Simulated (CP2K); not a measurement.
The C K edge of formylketene was computed by TDDFT (CP2K XAS_TDP, aug-cc-pVDZ, TDA) at these levels: PBEh(45%), PBEh(45%) + GW2X and PBEh(60%). The first three lines of C2 (bonded to C and O) with a strength over 0.0015, energy in eV and strength:

| run | first | second | third |
| --- | --- | --- | --- |
| 1 | 282.47 (0.075) | 284.42 (0.066) | 289.68 (0.012) |
| 2 | 286.06 (0.084) | 288.25 (0.077) | 295.02 (0.009) |
| 3 | 289.34 (0.074) | 291.30 (0.064) | 296.55 (0.012) |

Question: Which run is which?

Run 1: PBEh(45%) (45 % exact exchange). Run 2: PBEh(60%) (60 % exact exchange). Run 3: PBEh(45%) + GW2X (45 % exact exchange). Self-interaction lifts the core level, so the uncorrected lines rise with the share of exact exchange. The GW2X run keeps the spacings of its parent: 1.96 eV between the first two lines in run 3, 1.95 eV in run 1. Its shift is +6.87 eV, since the Kohn–Sham level at this share of exchange lies that far above the quasiparticle level.

[Hosts, paths, dates, database ids (printed as entryN), source tags and the programs' standing remarks are cut or masked in the printed files.]
